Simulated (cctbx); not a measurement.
# What resolution and counting buy: ErIn7B4

Space group Pmm2 (no. 25), a = 3.3810 Å, b = 11.2760 Å, c = 6.4580 Å, α = 90.00°, β = 90.00°, γ = 90.00°.

```
atom  mult.    x       y       z  Ueq (Å²)
 Er1      1    0       0  0.9995    0.0155
 In1      1    0     1/2  0.5035    0.0149
 In2      2  1/2  0.7519  0.7494    0.0367
 In3      2  1/2  0.2551  0.2525    0.0271
 In4      1  1/2       0  0.5001    0.0206
 In5      1  1/2     1/2  0.9894    0.0165
  B1      2    0  0.6595  0.0055    0.0398
  B2      2    0  0.1714  0.4973    0.0582
```

The model was made for the exercise: a known structure type with other elements put in, its volume estimated, not relaxed; displacement parameters are assumed.

Five simulated data sets (cctbx; Mo Kα, λ = 0.71073 Å; 3 % proportional error) differ in resolution or exposure (noise floor 8 counts in the first three, 8 in the last two). Each is refined with the right model, isotropic at 1.1 Å and anisotropic otherwise. How do the figures of merit and the uncertainties move?

```csv
d min (Å),top counts,"⟨I/σ⟩ (unmerged, absences included)",unique,param. (scale apart),Rint,R1,GooF,largest s.u. xyz (fractional),s.u. U of B1 (Å²),largest error (Å)
1.1,5000,7.6,242,20,0.039,0.0528,1.54,0.03006,0.0293,0.1277
0.84,5000,6.1,508,40,0.052,0.0344,0.90,0.01765,0.0191,0.0464
0.6,5000,3.7,1362,40,0.087,0.0460,0.91,0.01194,0.0136,0.0215
0.75,300,0.8,723,40,0.415,0.1088,0.92,0.13489,0.1588,0.0646
0.75,3000,3.9,723,40,0.084,0.0451,0.92,0.02125,0.0214,0.1315
```

GooF reaches 1.54 where the model lacks something that the data hold (anisotropy at the isotropic level, for one). The s.u. of U for B1 goes 0.0293, 0.0191, 0.0136 Å² with resolution and 0.1588, 0.0214 Å² with exposure.

The 1.1 Å row also differs in its displacement model, so it isn't a clean test of resolution.

Hardware for the 0.6 Å refinement: 0.87 s on 1 thread of Arm Neoverse N1 (shared host), peak memory 0.09 GiB.

[Logs are printed without paths, hosts, clocks, repeated set-up lines and the standing remarks that a program may print on its own settings, such as how far it seeks lower states.]
